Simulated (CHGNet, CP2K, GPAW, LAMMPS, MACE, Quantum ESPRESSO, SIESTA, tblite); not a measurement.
# Predicting plane-wave site energies from CP2K double zeta, PBE: In in place of Ga in amorphous 32Ga2O3-68GeO2 (mol %) (69 atoms)

Density of this cell: 4.16 g/cm³. The cell holds 69 atoms: 12 Ga, 13 Ge and 44 O. Cell: a = 9.971 Å, b = 9.971 Å, c = 9.971 Å, α = 90.0°, β = 90.0°, γ = 90.0°. 69 atoms (12 Fe, 13 Ge, 44 O) placed at random at 3.95 g/cm³, melted at 5000 K for 10 ps at fixed volume with the Morse and Coulomb pair potential with partial charges (Pedone, Malavasi, Menziani, Cormack and Segre, J. Phys. Chem. B 110, 11780 (2006)). Quenched from 5000 K to 300 K at 20 K/ps and fixed volume, held 5 ps, then minimised at fixed cell. Then Fe was replaced by Ga and the cell scaled by 1.006 (the potential has no terms for the new elements, so the cell is a start for a DFT relaxation). Then the atoms were relaxed with MACE MP-0b3 medium in the fixed cell.

Calculated with Quantum ESPRESSO 7.5: PBE; plane waves, SSSP efficiency, 70/560 Ry; k-points Γ. The cheaper level is PBE; DZVP-MOLOPT-SR, GTH-PBE potentials, 800 Ry; k-points Γ. Each row is one cell with In in place of Ga, relaxed with MACE MP-0b3 medium; both levels solve the same cells, and energies are counted from site Ga10 at each level.

| energy from CP2K double zeta, PBE (eV) | energy from plane waves (eV) | site |
| --- | --- | --- |
| 0.000 | 0 | Ga10 |
| 0.051 | ? | ? |
| 0.149 | 0.2277 | Ga3 |
| 0.398 | 0.4293 | Ga5 |
| 0.575 | 0.6763 | Ga1 |

Task: Fit a straight line to the rows given and interpolate to the withheld row.

**Working.**

Take u as the energy from CP2K double zeta, PBE and v as that from plane waves.

```
  u (eV)    v (eV)
       0         0
0.149040  0.227692
0.397923  0.429268
0.575404  0.676342
```

With n = 4: mean u = 0.280592, mean v = 0.333326, Σ(u − ū)² = 0.19672, Σ(u − ū)(v − v̄) = 0.21981. Slope b = 0.21981 / 0.19672 = 1.1174; intercept a = v̄ − b ū = 0.019801.

At the withheld site u = 0.05107, and v = a + b u.

Prediction at 0.051: 0.07686 eV. The run gave 0.02972 eV, so the fit is high by 0.047 eV (7.0 % of the range of the table).

The slope of 1.1 says that CP2K double zeta, PBE spreads the sites about as widely as plane waves do. Taken as it stands, without the line, its value misses the withheld site by 0.021 eV. Among the rows given, the largest miss of the fit is at 0.149, by 0.041 eV (6.1 % of the range of the table).

Limits: Few sites, one cell. The geometries are those of MACE MP-0b3 medium, not of DFT.

[Logs are printed without paths, hosts, clocks, repeated set-up lines and the standing remarks that a program may print on its own settings, such as how far it seeks lower states.]

[Hosts, paths, dates, database ids (printed as entryN), source tags and the programs' standing remarks are cut or masked in the printed files.]
